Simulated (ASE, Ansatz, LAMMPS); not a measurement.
## Localised basis functions on twisted graphene monolayer on bilayer, 5.09° (762 atoms)

Wanted: errors and times of a linear-scaling basis for twisted graphene monolayer on bilayer, 5.09° (762 atoms).

Method: Kohn-Sham DFT, PBE+D3(BJ), PAW (set soft_2), plane waves, in Ansatz 0.2.0.

## 1. Set-up

The cell holds 762 atoms: 762 C. Cell: a = 27.723 Å, b = 27.723 Å, c = 20.690 Å, α = 90.0°, β = 90.0°, γ = 120.0°. It derives from C (graphene). Graphene (a = 2.46 Å) under graphene (a = 2.46 Å), monolayer on bilayer, commensurate cell of 127 unit cells a layer, twist 5.09 deg; facing planes 3.32, 3.37 Å apart as built; 14 Å of vacuum; minimised with a classical potential. Regions: layer 1, 254 atoms (254 C); layer 2, 254 atoms (254 C); layer 3, 254 atoms (254 C). Vacuum lies along c.

What the set-up can't give: Beside vacuum, support functions can miss their usual error bounds without a warning.

## 2. Making the structure

A minimisation with a classical potential prepares the built cell.

This step: classical potential: AIREBO (Stuart, Tutein and Harrison, J. Chem. Phys. 112, 6472 (2000)) (LAMMPS stable Jul 2025 - Update 4).

Input file in.lammps:

```
units metal
atom_style atomic
boundary p p p
atom_modify map array
read_data structure.data
pair_style airebo 3.0 1 1
pair_coeff * * CH.airebo C
thermo_style custom step temp pe press lx ly lz fmax
thermo 200
min_style cg
minimize 0 1e-4 3000 30000
write_data relaxed.data nocoeff
```

On the command line:

```
> lmp -in in.lammps -log log.lammps -screen none -nocite
```

Numbers of over 12 decimals in the logs are rounded to 6 here.

Log:

```text
LAMMPS (22 Jul 2025 - Update 4)
  762 atoms
   Step          Temp          PotEng         Press            Lx             Ly             Lz            Fmax     
         0   0             -5668.8395     -65291.872      27.7228        24.008649      20.69          0.021938337  
        93   0             -5668.9164     -65731.118      27.7228        24.008649      20.69          9.3028362e-06
Loop time of 7.38581 on 1 procs for 93 steps with 762 atoms
Minimization stats:
  Stopping criterion = force tolerance
  Energy initial, next-to-last, final = 
     -5668.83950766472  -5668.91639391997  -5668.91639392011
  Force two-norm initial, final = 0.28045838 9.4442729e-05
  Force max component initial, final = 0.021938337 9.3028362e-06
  Iterations, force evaluations = 93 186
```

It took 8.5 s on 1 thread of Intel Xeon at 2.80GHz (Skylake/Cascade Lake), shared host.

## 3. Plane-wave single point

The first run fixes the reference, at a cutoff of 420 eV.

Input file input.yaml:

```yaml
crystal:
  lattice:
    - [27.7228, 0.0, 0.0]
    - [-13.8614, 24.00865, 0.0]
    - [0.0, 0.0, 20.69]
  atoms:
    - { symbol: C, position: [0.05774, 0.90289, 0.33647] }
    - { symbol: C, position: [0.06037, 0.85302, 0.33642] }
    - { symbol: C, position: [0.10499, 0.00525, 0.33647] }
    - { symbol: C, position: [0.10761, 0.95538, 0.33643] }
    - { symbol: C, position: [0.06562, 0.75328, 0.33644] }
    - { symbol: C, position: [0.06824, 0.70341, 0.33639] }
    - { symbol: C, position: [0.11286, 0.85564, 0.33646] }
    - { symbol: C, position: [0.11549, 0.80577, 0.33642] }
    - { symbol: C, position: [0.16011, 0.95801, 0.33646] }
    - { symbol: C, position: [0.16273, 0.90814, 0.33642] }
    - { symbol: C, position: [0.07349, 0.60367, 0.33642] }
    - { symbol: C, position: [0.07612, 0.55381, 0.33638] }
    - { symbol: C, position: [0.12074, 0.70604, 0.33645] }
    - { symbol: C, position: [0.12336, 0.65617, 0.33641] }
    - { symbol: C, position: [0.16798, 0.8084, 0.33646] }
    - { symbol: C, position: [0.1706, 0.75853, 0.33642] }
    - { symbol: C, position: [0.21522, 0.91076, 0.33645] }
    - { symbol: C, position: [0.21785, 0.86089, 0.33642] }
    - { symbol: C, position: [0.26247, 0.01312, 0.33643] }
    - { symbol: C, position: [0.26509, 0.96325, 0.33639] }
    - { symbol: C, position: [0.08136, 0.45407, 0.33643] }
    - { symbol: C, position: [0.08399, 0.4042, 0.33639] }
    - { symbol: C, position: [0.12861, 0.55643, 0.33645] }
    - { symbol: C, position: [0.13123, 0.50656, 0.33641] }
    - { symbol: C, position: [0.17585, 0.65879, 0.33646] }
    - { symbol: C, position: [0.17848, 0.60892, 0.33642] }
    - { symbol: C, position: [0.2231, 0.76115, 0.33647] }
    - { symbol: C, position: [0.22572, 0.71129, 0.33643] }
    - { symbol: C, position: [0.27034, 0.86352, 0.33645] }
    - { symbol: C, position: [0.27297, 0.81365, 0.33642] }
    - { symbol: C, position: [0.31759, 0.96588, 0.33642] }
    - { symbol: C, position: [0.32021, 0.91601, 0.33639] }
    [... 724 atom lines left out ...]
    - { symbol: C, position: [0.95798, 0.16008, 0.66283] }
    - { symbol: C, position: [0.95536, 0.10759, 0.66282] }
    - { symbol: C, position: [0.01311, 0.26244, 0.66287] }
    - { symbol: C, position: [0.01048, 0.20995, 0.66284] }
    - { symbol: C, position: [0.00524, 0.10498, 0.66275] }
    - { symbol: C, position: [0.00262, 0.05249, 0.66277] }
kpoints:
  mp_grid: { grid: [3, 3, 1] }
hamiltonian:
  xc: pbe
  dispersion: d3bj
scf:
  occupations: { method: fermi_dirac, width: 0.05 }
output:
  forces: true
  populations: true
  dos:
    method: { smearing: { sigma: 0.1 } }
    de: 0.1
    projected: { site_lists: { C: [C] } }
  eigenvalues: true
```

On the command line:

```
> ansatz run input.yaml --threads 32 --pin off --max-ram 143360MiB --backend cuda --events-out ev --progress --plain --runs-dir out
```

Log:

```text
Warning: the atoms were moved onto the symmetric positions of the space group found under crystal.symmetry.tolerance 1.0e-5 (fractional; no operation is sought that the atoms, as they stand in a round, miss by more than twice it, and no atom is moved by as much as it), and the run uses the moved positions. [...]
Engine: ansatz 0.2.0, aarch64-unknown-linux-gnu
Pseudopotentials: kind: paw
Pseudopotential: C, paw, valence charge 4, recommended cutoff 420 eV (normal), C.paw.azcp
Functional definition: PBE
  parameter kappa = 0.804
  parameter beta = 0.066725
  exchange = pbe_x(kappa = kappa, mu = beta*pi^2/3)
  correlation = pbe_c(beta = beta)
[...]
Crystal: 762 atoms, lattice volume = 13770.995 Å³
Basis set: ecut = 420 eV, 269211 PW (Γ), exchange–correlation on 384×384×288 points (8 copies of the dense FFT grid, shifted against one another)
Bands: 2286, of which v1, the nominal top of the filled ones, is band 1524 counted from 1 (1523 counted from 0)
Symmetry: 3 space group operations
Space group: P3 (ITA 143), of the structure as read, at distance tolerance 2.4e-4 Å
k-points: 3 of 9 (time reversal used)
Non-local potential: C, projectors of the file, l = 0: 2, l = 1: 2, l = 2: 1
PAW form: soft (Blöchl's): semilocal exchange-correlation on the pseudo side does not see the compensation charge
PAW one-centre angular grid: C, 110 points (default); XC on 64 Gauss nodes
Initial density: superposition of atomic densities (neutral atoms: chi_scale 0, normalization atom), corrected by the library's trained network
Initial wavefunctions: pseudopotential atomic-orbital guess
[...]
Functional: x = pbe(κ = 0.804, μ = 0.219515), c = pbe(β = 0.066725)
SCF iter   1: F=—  HF=-191310.531410 eV  |F-HF|=—  |Δ(HF+E_count)|=         —  Δρ=2.36e-3  dr2=8.38e-1  ethr=1.77e-3  ⟨swp⟩=7.3  Hψ=35278  notcnv=0  defer=1716
preconditioner: auto → LDOS  [metal: Δε(μ)=0.041 eV  Ē_g=15.372 eV  σ=0.050 eV  W_gap=0.20  n_scr=2232 (ndim 8)  ℏωp=17.5 eV  f_vac=0.504  D(μ)=9.06/eV (n_scr^D=8)  β→1.0]
SCF iter   2: F=—  HF=-191310.632289 eV  |F-HF|=—  |Δ(HF+E_count)|=   1.01e-1  Δρ=1.18e-3  dr2=4.80e-1  ethr=2.75e-5  ⟨swp⟩=2.0  Hψ=12639  notcnv=0  defer=2106
SCF iter   3: F=—  HF=-191310.482413 eV  |F-HF|=—  |Δ(HF+E_count)|=   1.50e-1  Δρ=4.14e-4  dr2=9.93e-2  ethr=1.57e-5  ⟨swp⟩=2.0  Hψ=9156  notcnv=0  defer=2106
SCF iter   4: F=—  HF=-191310.463502 eV  |F-HF|=—  |Δ(HF+E_count)|=   1.89e-2  Δρ=9.99e-5  dr2=9.33e-4  ethr=3.26e-6  ⟨swp⟩=2.0  Hψ=8189  notcnv=0  defer=2106
SCF iter   5: F=—  HF=-191310.470335 eV  |F-HF|=—  |Δ(HF+E_count)|=   6.83e-3  Δρ=3.45e-5  dr2=2.64e-4  ethr=3.06e-8  ⟨swp⟩=3.0  Hψ=10295  notcnv=0  defer=2106
SCF iter   6: F=—  HF=-191310.480728 eV  |F-HF|=—  |Δ(HF+E_count)|=   1.04e-2  Δρ=6.44e-6  dr2=1.05e-5  ethr=8.66e-9  ⟨swp⟩=2.0  Hψ=10346  notcnv=0  defer=2106
SCF iter   7: F=—  HF=-191310.478451 eV  |F-HF|=—  |Δ(HF+E_count)|=   2.28e-3  Δρ=3.27e-6  dr2=3.51e-6  ethr=3.45e-10  ⟨swp⟩=2.0  Hψ=9330  notcnv=0  defer=2106
SCF iter   8: F=—  HF=-191310.478452 eV  |F-HF|=—  |Δ(HF+E_count)|=   8.25e-7  Δρ=1.18e-6  dr2=1.90e-7  ethr=1.15e-10  ⟨swp⟩=2.0  Hψ=7166  notcnv=0  defer=2106
SCF iter   9: F=-191310.478452 eV  HF=-191310.478452 eV  |F-HF|=3.02e-8  |Δ(HF+E_count)|=   2.30e-7  Δρ=4.84e-7  dr2=3.84e-8  ethr=3.28e-12  ⟨swp⟩=30.3  Hψ=67655  notcnv=0
SCF 1 converged in 9 iterations: F = -191310.478452 eV  dr2 = 3.84e-8
  greatest PAW one-centre occupation: 0.674 electrons in one spin orbital (limit 2), on the C atom at site 458 (counted from 0), in its partial waves of l = 0
SCF converged after 9 iterations
Free energy (F): -191310.478452 eV
Harris-Foulkes:  -191310.478452 eV  (|F-HF|=3.02e-8)
Internal energy: -191310.409954 eV  (E = F + TS)
E sigma→0 (E₀):  -191310.444203 eV
Entropy (-TS):   -0.068498 eV (-0.090 meV/atom)
Fermi energy:    1.227189 eV
--- Per-component energies (eV) ---
  E_band       = -24150.041966
  E_kinetic    = 69417.300571
  E_local      = -1354931.994793  (includes V_loc(G=0)·N_el)
  E_nonlocal   = 20839.429491
  E_hartree    = 645531.578390
  E_xc         = -36615.445826
  E_vxc        = -45336.121017  (∫ρ·V_xc dr)
  E_paw        = -75714.518772  (= ΣΔE_a)
  E_vpaw       = -5201.848233  (= ΣTr[D̂ρ^β])
  E_aug_tail   = 0.005804  (compensation charges beyond the density's cutoff)
  E_ewald      = 540263.045800
  E_disp       = -99.810620  (pairwise vdW)
  E_smearing   = -0.068498  (= −TS)
  E_closure    = 0.000000  (closes the sum)
  Σ components = -191310.478452   (vs F -191310.478452, Δ=0.00e0)
--- Forces (eV/Å), atoms counted from 1 ---
[... 762 lines of forces left out ...]
  max |Σ_I F_I| component: 1.09e-3 eV/Å
--- Band table (eV) ---
[... left out ...]
--- Löwdin populations: 762 sites ---
  site symbol       q [e]
[... 762 lines, one an atom, left out ...]
  spilling = 0.009380 (of n_electrons = 3048.000000)
```

Wall time 1.8 min (1 × NVIDIA GB200 with 32 threads of Arm Neoverse V2, shared host); peak memory 15 GiB; 3.2 min of CPU time.

That memory is the host's. Forces of this run were stored rounded, and per-atom blocks of the log weren't kept.

The program notes that it cut back its work space to fit the memory limit and positions were snapped to a detected symmetry.

Read from the output:

* free energy: -191310.4785 eV
* free energy per atom: -251.0636 eV/atom
* SCF cycles: 9
* r.m.s. force component: 0.01394 eV/Å
* longest force: 0.05337 eV/Å
* Fermi energy: 1.227 eV
* levels partly filled by over 2 per cent: 4
* spilling of the projection: 0.00938

The mean of these charges, 0.038 e, is only the charge that the projection spills.

Löwdin charges by element (they lack the spilled electrons, 0.038 e an atom on average):

```csv
element,coordination,atoms,mean charge (e),spread,least,most
C,all,762,0.0375,0.0026,0.0312,0.0408
```

By region:

```csv
region,atoms,mean length of the force (eV/Å)
layer 1,254,0.022
layer 2,254,0.025
layer 3,254,0.02
```

States in the cell by windows of 1 eV, zero at the Fermi level; some projections on atomic orbitals stand beside the total:

```csv
from (eV),to (eV),total,C p,C s
-14,-13,85.2,46.9,37.4
-13,-12,147.0,98.0,47.1
-12,-11,112.8,75.0,37.0
-11,-10,131.4,97.2,32.9
-10,-9,136.3,109.9,25.2
-9,-8,171.4,144.9,24.9
-8,-7,228.8,207.8,18.2
-7,-6,364.3,346.6,14.6
-6,-5,271.2,261.9,7.4
-5,-4,226.7,222.3,3.4
-4,-3,208.9,207.4,1.0
-3,-2,161.0,160.5,0.0
-2,-1,83.5,83.2,0.0
-1,0,23.9,23.8,0.0
0,1,23.1,22.9,0.0
1,2,131.0,126.8,0.0
2,3,125.0,120.3,0.0
3,4,115.5,89.2,0.1
4,5,139.5,72.7,0.1
```

Between -20 and -14 eV lie 695 more states.

Not all projections were asked for or kept, so they needn't add up to the total.

The levels nearest the highest filled one (over half full), pooled over k-points and spins:

```csv
level less the highest filled one (eV),occupation
-0.434,2
-0.388,2.00
-0.280,2.00
-0.251,1.99
-0.225,1.99
0,1.23
0.0271,0.963
0.0271,0.963
0.0348,0.887
0.315,0.006
0.327,0.005
0.355,0.003
```

Löwdin charges run from +0.03 to +0.04 e, about a mean that is the spilled charge alone. Within 0.4 eV of the Fermi level the largest share is C p (100 % of the projected weight).

## 4. Distances and neighbours

Bonds and neighbours are counted at the geometry of the runs.

Normalised to the volume that the atoms fill. Pair distribution function in bins of 0.2 Å:

```csv
r (Å),total
1.40,4.50
1.60,0.00
1.80,0.00
2.00,0.00
2.20,0.00
2.40,2.98
2.60,0.00
2.80,1.15
3.00,0.00
3.20,0.00
3.40,0.26
3.60,0.94
3.80,1.53
4.00,0.25
4.20,1.58
4.40,0.68
4.60,0.21
4.80,0.22
5.00,1.66
5.20,0.89
5.40,0.39
5.60,0.45
5.80,0.17
6.00,0.33
6.20,1.12
6.40,0.15
6.60,1.21
6.80,0.25
```

Bonds by pair of elements; cutoffs follow the first minimum of g(r), held within bounds set by covalent radii, and pairs that aren't listed don't count as bonded:

```csv
pair A-B,cutoff (Å),bonds,mean length (Å),spread (Å),shortest (Å),B about A,A about B
C-C,1.82,1143,1.42,0,1.42,3,3
```

How many atoms have how many bonded neighbours:

```csv
element,mean,3
C,3,762
```

Bond angles, per cent of each kind in bins of 5°:

```csv
angle (°),C-C-C
115–120,56.6
120–125,43.4
```

Bond angles (no mean is given where the spread exceeds 20°):

```csv
angle,count,mean (°),spread (°)
C-C-C,2286,120,0
```

Counting bonds as in the table, all C atoms have 3 bonded neighbours.

A closer look about C500, picked at random: 10 atoms, nearest first, numbered in the order of the input, with positions taken from that point.

```csv
atom,x,y,z,distance (Å),bonds
C500,0.00,0.00,0.00,0.00,3
C421,-0.65,-1.26,0.00,1.42,3
C499,-0.76,1.20,0.00,1.42,3
C505,1.42,0.06,0.00,1.42,3
C490,-2.07,-1.32,0.00,2.46,3
C508,2.07,1.32,0.00,2.46,3
C506,2.18,-1.13,0.00,2.46,3
C492,-2.18,1.13,0.00,2.46,3
C422,0.11,-2.46,0.00,2.46,3
C502,-0.11,2.46,0.00,2.46,3
```

The column of bonds counts only the pairs C-C within 1.82 Å; other neighbours, such as metal atoms beside each other in a compound, aren't counted, and periodic images can show an atom twice.

## 5. Support functions medium

The cell is solved in localised support functions. The level medium gives here a grid of 144×144×96 points and a radius of 3.48 Å.

This step: Kohn-Sham DFT, PBE+D3(BJ), PAW (set soft_2), localised support functions (medium) (Ansatz 0.2.0).

input.yaml, the sections that differ from step 3:

```yaml
scf:
  occupations: { method: fermi_dirac, width: 0.05 }
  eigensolver: { kind: { support_functions: { accuracy: medium } } }
  mixing: { beta: 0.2 }
  max_iter: 150
output:
  forces: true
  eigenvalues: true
# crystal, kpoints, hamiltonian: as in step 3
```

Log:

```text
Warning: scf.eigensolver.kind.support_functions: disabling space-group detection — the functions' gradient is summed over unrotated k-points, so no spatial operation reduces the k-mesh or symmetrises the density; time reversal is kept, so that k and −k are solved as one point where they differ and the mesh holds both, and exact exchange and, on two spinor components, a DFT+U term hold to it where the run has them: [...]
settings of this run that can trade accuracy for cost: scf.eigensolver.kind.support_functions [...]
[...]
device memory: the entry about to start is reckoned to put 31.8 GiB on a device that reports 182.5 GiB free
GPU FFT provider: cuFFT
GPU libraries: cuBLAS 13.8.1, cuFFT 12.4.0, cuSOLVER 12.3.2
GPU matrix products: emulated (plane waves: as basis.precision tells), large ones in fixed point in workspaces of 1.00 GiB
Crystal: 762 atoms, lattice volume = 13770.995 Å³
Basis set: ecut = 420 eV, 269211 PW (Γ), exchange–correlation on 384×384×288 points (8 copies of the dense FFT grid, shifted against one another)
Bands: 1829, of which v1, the nominal top of the filled ones, is band 1524 counted from 1 (1523 counted from 0)
Symmetry: 1 space group operations
k-points: 5 of 9 (time reversal used)
[...]
GPU buffer pool allocated for 5308416 grid points (all kernels)
Eigensolver: Support functions (medium, 144×144×96 points, laid for a spacing of at most 0.228497 Å, radius 3.476611 Å, 381 sites without an atom, 1 species' potentials softened for the grid, 1 wholly corrected for its errors in the mean over positions, 1 with the egg-box correction, energy correction by stochastic trace)
[...]
SCF iter   1: F=—  HF=-191480.057430 eV  |F-HF|=—  |Δ(HF+E_count)|=         —  Δρ=7.49e-2  dr2=7.46e2  ethr=1.00e-1
[...]
SCF iter  16: F=—  HF=-191313.231398 eV  |F-HF|=—  |Δ(HF+E_count)|=   2.53e-3  Δρ=9.41e-6  dr2=1.20e-5  ethr=1.63e-9  κ⁻¹=2.3e-6(r=7)
SCF iter  17: F=-191313.231429 eV  HF=-191313.231418 eV  |F-HF|=1.05e-5  |Δ(HF+E_count)|=   2.01e-5  Δρ=7.57e-6  dr2=5.85e-6  ethr=3.93e-10
SCF 1 converged in 17 iterations: F = -191313.266125 eV  dr2 = 5.85e-6
[...]
SCF converged after 17 iterations
Stability not checked: this state was not tested for a lower state beside it, because the mixer in use, unlike msr1, does not test its closes by its own steps (another_mixer; see scf.mixing.algorithm and scf.lower_state_search)
Free energy (F): -191313.266125 eV
[...]
Internal energy: -191313.197655 eV  (E = F + TS)
E sigma→0 (E₀):  -191313.231890 eV
Entropy (-TS):   -0.068470 eV (-0.090 meV/atom)
Fermi energy:    1.226915 eV
[...]
Σ components = -191313.266125   (vs F -191313.266125, Δ=0.00e0)
--- Forces (eV/Å), atoms counted from 1 ---
[... 762 lines of forces left out ...]
  max |Σ_I F_I| component: 2.69e-2 eV/Å
--- Band table (eV; the first three rows and the last of 5) ---
```

Wall time 95 s (1 × NVIDIA GB200 with 32 threads); peak memory 3.6 GiB; 1.9 min of CPU time.

That memory is the host's; the program planned up to 31.8 GiB on the GPU.

The program notes that the band table was not solved further than the SCF left it and it switched symmetry off.

Keys that differ from the reference: support_functions.accuracy = "medium", scf.max_iter = 150 and scf.mixing.beta = 0.2.

Forces differ from the reference by 3.6 meV/Å r.m.s.; the energy by -3.7 meV/atom.

## 6. Cost against change

Each row is set against the plane-wave reference (Kohn-Sham DFT, PBE+D3(BJ), PAW (set soft_2), plane waves; r.m.s. force component 0.0139 eV/Å). Energies are set beside the reference only for runs with its functional, potentials and electron count. Times are for 1 × NVIDIA GB200 with 32 threads of Arm Neoverse V2, shared host. The reference's time includes the DOS, which some other runs skip.

```csv
run,"Δ force, r.m.s. (meV/Å)",Δ energy (meV/atom),cycles,time,host memory (GiB)
reference,-,-,9,1.8 min,15
support functions medium,3.63,-3.66,17,95 s,3.6
```

## 7. What came out

| Quantity | Value |
| --- | --- |
| free energy per atom | -251.0636 eV/atom |
| r.m.s. force component | 0.01394 eV/Å |
| wall time of the 2 DFT runs | 3.4 min |

The setting support functions medium changes forces by 3.6 meV/Å r.m.s. Differences between support functions and plane waves include what basis error the plane-wave run still has.

No gap is quoted, since levels at the Fermi energy are partly filled. Counting bonds as in the table, all C atoms have 3 bonded neighbours.

[Logs are printed without paths, hosts, clocks, repeated set-up lines and the standing remarks that a program may print on its own settings, such as how far it seeks lower states.]

[Hosts, paths, dates, database ids (printed as entryN), source tags and the programs' standing remarks are cut or masked in the printed files.]
